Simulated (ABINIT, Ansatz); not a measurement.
# Re (Rhenium): from the cell to the phonon bands, part 2 of 4

Aim: the phonon dispersion of Re (Rhenium), checked by a second program.

ABINIT 10.8.3; DFT PBE, scalar-relativistic, plane waves, PseudoDojo norm-conserving pseudopotentials.

So far. Step 3 (Relaxation): The volume changes by +1.6 % in this run and stands +1.6 % from the first cell. Step 4 (Ground state): The cell stands at -0.33 GPa: the relaxation ran with a smoothed and higher cutoff, and the difference is a stress of the finite basis. The relaxed cell has a = 2.774, c = 4.488 Å (conventional setting).

**5. Linear response at Γ**

At q = 0 one unit cell holds all displacements. The response is solved for single atoms along the cell's directions, and symmetry skips those that follow from others. The crystal is treated as a metal, which screens a static field, so no field response is asked.

The input, dfpt_gamma.abi:

```

# common to the responses
getwfk_filepath "gso_WFK"
kptopt 2
nqpt 1
qpt 0.0 0.0 0.0
asr 0
chneut 0

# displacements
rfphon 1
rfatpol 1 2
rfdir 1 1 1
tolvrs 1.0d-10
prtwf 0
prtpot 1

# basis, mesh and filling
ecut 30.0
ngkpt 12 12 6
nshiftk 1
shiftk 0.0 0.0 0.0
istwfk *1
occopt 7
tsmear 0.01
nband 23
nstep 100
diemac 1000000.0
prtebands 0
prtgsr 0

# cell and atoms
acell 3*1.0 Angstrom
rprim 
    2.773912257 0.0 0.0
    -1.386956128 2.402278482 0.0
    0.0 0.0 4.488238249
ntypat 1
znucl 75
natom 2
typat 1 1
xred 
    1/3 2/3 0.25
    2/3 1/3 0.75
pp_dirpath "./pseudo"
pseudos "Re.upf"
```

Launch:

```bash
> OMP_NUM_THREADS=1 mpirun -n 16 abinit dfpt_gamma.abi > dfpt_gamma.log
```

Numbers of over 12 decimals in the logs are rounded to 6 here.

dfpt_gamma.abo, the main output file:

```text
[banners, grids, parts of the stress and lines that vanish by symmetry left out]
- input  file    -> dfpt_gamma.abi
- output file    -> dfpt_gamma.abo
- root for input  files -> dfpt_gammai
- root for output files -> dfpt_gammao

 Symmetries : space group P6_3/m m c (#194); Bravais hP (primitive hexag.)
================================================================================
 Values of the parameters that define the memory need of the present run (RF).
     intxc =       0      iscf =       7    lmnmax =       8     lnmax =       8
     mgfft =      45  mpssoang =       4    mqgrid =    3001     natom =       2
  nloc_mem =       1    nspden =       1   nspinor =       1    nsppol =       1
      nsym =      24    n1xccc =    2501    ntypat =       1    occopt =       7
   xclevel =       2
-    mband =          23        mffmem =           1         mkmem =          28
-   mkqmem =          28        mk1mem =          28           mpw =        1605
      nfft =       32805          nkpt =         436
- my_mband =          23
================================================================================
================================================================================

--------------------------------------------------------------------------------
------------- Echo of variables that govern the present computation ------------
--------------------------------------------------------------------------------
-
- outvars: echo of selected default values
-   iomode0 =  0 , fftalg0 =312 , wfoptalg0 =  0
-
- outvars: echo of global parameters not present in the input file
-  max_nthreads =    1
-
 -outvars: echo values of preprocessed input variables
 [... echo left out ...]
================================================================================

 chkinp: Checking input parameters for consistency.

[...]
== DATASET  1 ==================================================================
-   mpi_nproc: 16, omp_nthreads: 1 (-1 if OMP is not activated)

--- !DatasetInfo
iteration_state: {dtset: 1, }
dimensions: {natom: 2, nkpt: 436, mband: 23, nsppol: 1, nspinor: 1, nspden: 1, mpw: 1605, }
cutoff_energies: {ecut:  30.0, pawecutdg:  -1.0, }
electrons: {nelect:   3.00000000E+01, charge:   0.00000000E+00, occopt:   7.00000000E+00, tsmear:   1.00000000E-02, }
meta: {optdriver: 1, rfphon: 1, }
...

 mkfilename: getwfk from: gso_WFK

 Real(R)+Recip(G) space primitive vectors, cartesian coordinates (Bohr,Bohr^-1):
 R(1)=  5.2419345  0.0000000  0.0000000  G(1)=  0.1907693  0.1101407  0.0000000
 R(2)= -2.6209672  4.5396484  0.0000000  G(2)=  0.0000000  0.2202814  0.0000000
 R(3)=  0.0000000  0.0000000  8.4815411  G(3)=  0.0000000  0.0000000  0.1179031
 Unit cell volume ucvol=  2.0183133E+02 bohr^3
 Angles (23,13,12)=  9.00000000E+01  9.00000000E+01  1.20000000E+02 degrees
 setup1 : take into account q-point for computing boxcut.

 getcut: wavevector=  0.0000  0.0000  0.0000  ngfft=  27  27  45
         ecut(hartree)=     30.000   => boxcut(ratio)=   2.01365

--- Pseudopotential description ------------------------------------------------
- pspini: atom type   1  psp file is ./pseudo/Re.upf

   1.62755419E+03                                ecore*ucvol(ha*bohr**3)
--------------------------------------------------------------------------------

 ==>  initialize data related to q vector <==

 The list of irreducible perturbations for this q vector is:
    1)    idir= 1    ipert=   1
    2)    idir= 3    ipert=   1

[...]
The perturbation idir=   2  ipert=   1 is
 symmetric of a previously calculated perturbation.
 So, its SCF calculation is not needed.

 The perturbation idir=   1  ipert=   2 is
 symmetric of a previously calculated perturbation.
 So, its SCF calculation is not needed.

 The perturbation idir=   2  ipert=   2 is
 symmetric of a previously calculated perturbation.
 So, its SCF calculation is not needed.

 The perturbation idir=   3  ipert=   2 is
 symmetric of a previously calculated perturbation.
 So, its SCF calculation is not needed.

--------------------------------------------------------------------------------
 Perturbation wavevector (in red.coord.)   0.000000  0.000000  0.000000
 Perturbation : displacement of atom   1   along direction   1
 Found     2 symmetries that leave the perturbation invariant.

[...]
dfpt_looppert : total number of electrons, from k and k+q
  fully or partially occupied states are    3.000000E+01 and    3.000000E+01.
 Initialisation of the first-order wave-functions :
  ireadwf=   0

--- !BeginCycle
iteration_state: {dtset: 1, }
solver: {iscf: 7, nstep: 100, nline: 4, wfoptalg: 0, }
tolerances: {tolvrs: 1.00E-10, }
...

     iter   2DEtotal(Ha)        deltaE(Ha) residm    vres2
-ETOT  1   1.713780     -1.520E+03 2.424E+00 1.766E+02
 ETOT  2   1.251416     -4.624E-01 4.685E-02 8.854E+00
 ETOT  3   1.244590     -6.826E-03 7.959E-04 1.007E-01
 ETOT  4   1.244509     -8.100E-05 1.179E-04 7.682E-03
 ETOT  5   1.244524      1.569E-05 3.333E-06 6.165E-02
[...]
At SCF step    9       vres2   =  1.06E-11 < tolvrs=  1.00E-10 =>converged.
[...]
Mean square residual over all n,k,spin=   21.672E-14; max=  27.634E-11

 Thirteen components of 2nd-order total energy (hartree) are
 1,2,3: 0th-order hamiltonian combined with 1st-order wavefunctions
     kin0=   1.18178434E+03 eigvalue=   4.55998054E+01  local=  -6.70387828E+02
 4,5,6: 1st-order hamiltonian combined with 1st and 0th-order wfs
 loc psp =  -2.15898373E+03  Hartree=   4.95905900E+02     xc=  -1.00121236E+02
 note that "loc psp" includes a xc core correction that could be resolved
 7,8,9: eventually, occupation + non-local contributions
    edocc=   2.48997107E+02     enl0=   3.18230481E+02   enl1=  -8.81033405E+02
 1-9 gives the relaxation energy (to be shifted if some occ is /=2.0)
   erelax=  -1.52000856E+03
 10,11,12 Non-relaxation  contributions : frozen-wavefunctions and Ewald
 fr.local=   1.02653318E+03 fr.nonlo=   4.40611127E+02  Ewald=   1.83541808E+01
 13,14 Frozen wf xc core corrections (1) and (2)
 frxc 1  =  -1.33064132E+02  frxc 2 =   1.68818710E+02
 Resulting in :
 2DEtotal=    0.1244505881E+01 Ha. Also 2DEtotal=    0.338647302217E+02 eV
    (2DErelax=   -1.5200085650E+03 Ha. 2DEnonrelax=    1.5212530708E+03 Ha)
    (  non-var. 2DEtotal :    1.2445045412E+00 Ha)

[...]
Perturbation wavevector (in red.coord.)   0.000000  0.000000  0.000000
 Perturbation : displacement of atom   1   along direction   3
 Found     6 symmetries that leave the perturbation invariant.

--------------------------------------------------------------------------------

--------------------------------------------------------------------------------

 dfpt_looppert : total number of electrons, from k and k+q
  fully or partially occupied states are    3.000000E+01 and    3.000000E+01.
 Initialisation of the first-order wave-functions :
  ireadwf=   0

--- !BeginCycle
iteration_state: {dtset: 1, }
solver: {iscf: 7, nstep: 100, nline: 4, wfoptalg: 0, }
tolerances: {tolvrs: 1.00E-10, }
...

     iter   2DEtotal(Ha)        deltaE(Ha) residm    vres2
-ETOT  1   14.291560269474     -4.824E+03 5.378E+00 4.851E+04
[...]
ETOT  9   2.821062     -1.701E-10 3.551E-08 5.218E-10
 ETOT 10   2.821062      1.737E-10 5.094E-09 8.426E-12

 At SCF step   10       vres2   =  8.43E-12 < tolvrs=  1.00E-10 =>converged.
[...]
Mean square residual over all n,k,spin=   25.458E-13; max=  50.935E-10

 Thirteen components of 2nd-order total energy (hartree) are
 1,2,3: 0th-order hamiltonian combined with 1st-order wavefunctions
     kin0=   3.18745897E+03 eigvalue=   8.59877151E+01  local=  -1.80408178E+03
 4,5,6: 1st-order hamiltonian combined with 1st and 0th-order wfs
 loc psp =  -7.35866787E+03  Hartree=   2.13447435E+03     xc=  -2.80853195E+02
 note that "loc psp" includes a xc core correction that could be resolved
 7,8,9: eventually, occupation + non-local contributions
    edocc=   6.67924595E+02     enl0=   8.44812784E+02   enl1=  -2.31277899E+03
 1-9 gives the relaxation energy (to be shifted if some occ is /=2.0)
   erelax=  -4.83572343E+03
 10,11,12 Non-relaxation  contributions : frozen-wavefunctions and Ewald
 fr.local=   2.67595217E+03 fr.nonlo=   1.15731381E+03  Ewald=   9.11649487E+02
 13,14 Frozen wf xc core corrections (1) and (2)
 frxc 1  =  -3.48327517E+02  frxc 2 =   4.41956542E+02
 Resulting in :
 2DEtotal=    0.2821062158E+01 Ha. Also 2DEtotal=    0.767650119927E+02 eV
    (2DErelax=   -4.8357234315E+03 Ha. 2DEnonrelax=    4.8385444937E+03 Ha)
    (  non-var. 2DEtotal :    2.8210619731E+00 Ha)

[...]
---- first-order wavefunction calculations are completed ----

 ==> Compute Derivative Database <==

 [... matrices left out ...]
  Phonon wavevector (reduced coordinates) :  0.00000  0.00000  0.00000
 Phonon energies in Hartree :
  -1.241144E-05 -4.601465E-06 -4.601464E-06  4.808540E-04  5.165705E-04
   5.165705E-04
 Phonon frequencies in cm-1    :
- -2.723997E+00 -1.009905E+00 -1.009905E+00  1.055352E+02  1.133741E+02
-  1.133741E+02

== END DATASET(S) ==============================================================
================================================================================

 -outvars: echo values of variables after computation
            acell      1.8897261259E+00  1.8897261259E+00  1.8897261259E+00 Bohr
           etotal      2.8210621575E+00
            fcart      0.0000000000E+00  0.0000000000E+00  0.0000000000E+00
           strten      0.0000000000E+00  0.0000000000E+00  0.0000000000E+00
================================================================================
```

Elapsed: 31 s, on 16 MPI ranks of Arm Neoverse V2, shared host; 8.2 min of CPU time.

Numbers from this step:

| Item | Value |
| --- | --- |
| largest acoustic frequency at the zone centre before the sum rule | -2.72 cm⁻¹ |
| highest optical zone-centre mode (no LO-TO term) | 113.4 cm⁻¹ |
| lowest optical zone-centre mode | 105.5 cm⁻¹ |

The acoustic modes at Γ come out as far as 2.7 cm⁻¹ from zero, where they should vanish, a small numerical error.

**6. Linear response on the mesh**

Linear response treats each wavevector of the 3×3×2 mesh in the unit cell; the first-order potentials are kept for the electron-phonon matrix elements.

The input, dfpt_q.abi:

```
ndtset 5

# wavevectors
qpt1 0.3333333333 0.0 0.0
qpt2 0.3333333333 0.3333333333 0.0
qpt3 0.0 0.0 0.5
qpt4 0.3333333333 0.0 0.5
qpt5 0.3333333333 0.3333333333 0.5

# displacements
getwfk_filepath "gso_WFK"
getwfq_filepath "gso_WFK"
kptopt 3
nqpt 1
rfphon 1
rfatpol 1 2
rfdir 1 1 1
tolvrs 1.0d-10
prtwf 0
prtpot 1

# basis, mesh and filling
ecut 30.0
ngkpt 12 12 6
nshiftk 1
shiftk 0.0 0.0 0.0
istwfk *1
occopt 7
tsmear 0.01
nband 23
nstep 100
diemac 1000000.0
prtebands 0
prtgsr 0

# cell and atoms
acell 3*1.0 Angstrom
rprim 
    2.773912257 0.0 0.0
    -1.386956128 2.402278482 0.0
    0.0 0.0 4.488238249
ntypat 1
znucl 75
natom 2
typat 1 1
xred 
    1/3 2/3 0.25
    2/3 1/3 0.75
pp_dirpath "./pseudo"
pseudos "Re.upf"
```

Launch:

```bash
> OMP_NUM_THREADS=1 mpirun -n 16 abinit dfpt_q.abi > dfpt_q.log
```

dfpt_q.abo, the main output file:

```text
[banners, grids, parts of the stress and lines that vanish by symmetry left out]
- input  file    -> dfpt_q.abi
- output file    -> dfpt_q.abo
- root for input  files -> dfpt_qi
[...]
DATASET    1 : space group P6_3/m m c (#194); Bravais hP (primitive hexag.)
[...]
nfft =       32805          nkpt =         864
[...]
DATASET    2 : space group P6_3/m m c (#194); Bravais hP (primitive hexag.)
[...]
nfft =       32805          nkpt =         864
[...]
DATASET    3 : space group P6_3/m m c (#194); Bravais hP (primitive hexag.)
[...]
nfft =       32805          nkpt =         864
[...]
DATASET    4 : space group P6_3/m m c (#194); Bravais hP (primitive hexag.)
[...]
nfft =       32805          nkpt =         864
[...]
DATASET    5 : space group P6_3/m m c (#194); Bravais hP (primitive hexag.)
[...]
nfft =       32805          nkpt =         864
[...]
== DATASET  1 ==================================================================
[...]
cutoff_energies: {ecut:  30.0, pawecutdg:  -1.0, }
[...]
Perturbation : displacement of atom   1   along direction   1
[...]
-ETOT  1   15.885083404701     -1.876E+03 2.427E+00 9.278E+04
 ETOT  2   79.594708985789      6.371E+01 6.635E+00 6.109E+05
 ETOT  3   5.761627     -7.383E+01 5.105E+00 6.180E+03
 ETOT  4   4.991248     -7.704E-01 9.010E+00 1.290E+02
 ETOT  5   4.956634     -3.461E-02 1.747E+00 1.903E+01
[...]
At SCF step   14       vres2   =  3.64E-11 < tolvrs=  1.00E-10 =>converged.
[...]
Perturbation : displacement of atom   1   along direction   2
[...]
-ETOT  1   2.731271     -1.564E+03 2.296E+00 2.146E+02
[...]
At SCF step   12       vres2   =  1.99E-11 < tolvrs=  1.00E-10 =>converged.
[...]
Perturbation : displacement of atom   1   along direction   3
[...]
-ETOT  1   12.941185615118     -4.459E+03 6.281E+00 1.120E+04
[...]
At SCF step   13       vres2   =  1.93E-12 < tolvrs=  1.00E-10 =>converged.
[...]
Phonon wavevector (reduced coordinates) :  0.33333  0.00000  0.00000
 Phonon energies in Hartree :
[...]
Phonon frequencies in cm-1    :
-  9.910852E+01  1.045846E+02  1.160878E+02  1.522437E+02  1.694317E+02
-  1.781625E+02
[...]
== DATASET  2 ==================================================================
[...]
cutoff_energies: {ecut:  30.0, pawecutdg:  -1.0, }
[...]
- 75.00000  15.00000  171031                  znucl, zion, pspdat
[...]
Perturbation : displacement of atom   1   along direction   1
[...]
-ETOT  1   7.141914     -1.796E+03 4.977E+00 4.403E+03
[...]
At SCF step   11       vres2   =  1.11E-11 < tolvrs=  1.00E-10 =>converged.
[...]
Perturbation : displacement of atom   1   along direction   3
[...]
-ETOT  1   6.197450     -4.362E+03 7.993E+00 9.706E+03
[...]
ETOT 10   2.565883      2.001E-11 3.560E+00 3.483E-08
 ETOT 11   2.565883     -1.091E-11 2.366E+00 2.577E-11
 At SCF step   11       vres2   =  2.58E-11 < tolvrs=  1.00E-10 =>converged.
[...]
Phonon wavevector (reduced coordinates) :  0.33333  0.33333  0.50000
 Phonon energies in Hartree :
[...]
Phonon frequencies in cm-1    :
-  4.747321E+01  4.747321E+01  1.543999E+02  1.543999E+02  1.903100E+02
-  1.903100E+02
[...]
strten3     0.0000000000E+00  0.0000000000E+00  0.0000000000E+00
           
================================================================================
```

Run time: 12 min. Hardware: 16 MPI ranks; 3.2 h of CPU time.

Numbers from this step:

| Item | Value |
| --- | --- |
| lowest mode on the q mesh (acoustic ones at the zone centre apart) | 47.47 cm⁻¹ |

Frequencies (cm⁻¹) before the sum rule at the irreducible wavevectors but Γ, which is solved apart; negative means imaginary. Frequencies by wavevector:

| q (fractions) | star | mode 1 | mode 2 | mode 3 | mode 4 | mode 5 | mode 6 |
| --- | --- | --- | --- | --- | --- | --- | --- |
| 0.3333 0 0 | 6 | 99.11 | 104.6 | 116.1 | 152.2 | 169.4 | 178.2 |
| 0.3333 0.3333 0 | 2 | 121.7 | 150.9 | 150.9 | 152.9 | 187.5 | 187.5 |
| 0 0 0.5 | 1 | 80.21 | 80.21 | 80.21 | 80.21 | 161.9 | 161.9 |
| 0.3333 0 0.5 | 6 | 112.2 | 112.2 | 114.2 | 114.2 | 176.6 | 176.6 |
| 0.3333 0.3333 0.5 | 2 | 47.47 | 47.47 | 154.4 | 154.4 | 190.3 | 190.3 |

(Part 2 of 4 ends here.)

[Host names and launcher messages were left out of these logs when they were recorded.]

[Logs are printed without paths, hosts, clocks, repeated set-up lines and the standing remarks that a program may print on its own settings, such as how far it seeks lower states.]

[Hosts, paths, dates, database ids (printed as entryN), source tags and the programs' standing remarks are cut or masked in the printed files.]
